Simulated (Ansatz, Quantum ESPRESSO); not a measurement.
# Al(100), 5 layers against a metal electrode: the electrode's level over the Fermi level at a withheld member of a series

How the rows were computed: Quantum ESPRESSO 7.5, PBE, GBRV ultrasoft. The slab is relaxed neutral, then held. ESM with bc3: vacuum below and a metal electrode about 6 Å above the top atoms. Cold smearing of 0.02 Ry. Charges are set per cell from the starting area. The slabs take the lattice constants of the bulk relaxed by the same program. The series steps the charge of the slab (positive: electrons removed).

| charge of the slab | electrode's level over the Fermi level (eV) |
| --- | --- |
| 1 ×10¹³ e/cm² | 4.985 |
| 2 ×10¹³ e/cm² | 5.763 |
| 3 ×10¹³ e/cm² | 6.547 |
| 4.5 ×10¹³ e/cm² | 7.733 |
| 6 ×10¹³ e/cm² | 8.928 |
| 8 ×10¹³ e/cm² | 10.536 |

One more run was made and is withheld. What is the electrode's level over the Fermi level at 7 ×10¹³ e/cm²?

By hand: The rows at 6 ×10¹³ e/cm² and 8 ×10¹³ e/cm² give a slope of (10.536 − (8.928))/(8 − (6)) = 0.804, so a straight line gives 9.732 eV. A parabola through these and the row at 4.5 ×10¹³ e/cm² gives 9.730 eV.

**The withheld run.** 9.730 eV. The line misses by +0.002 and the parabola by 0.000 eV. Both misses are under 5 % of the step from the nearer row.

Caveats: Vacuum fills the gap; ions don't answer the charge; added electrons can spill towards the electrode at the most negative charges. Members without a usable value, or on the other side of zero field or charge, are not listed.
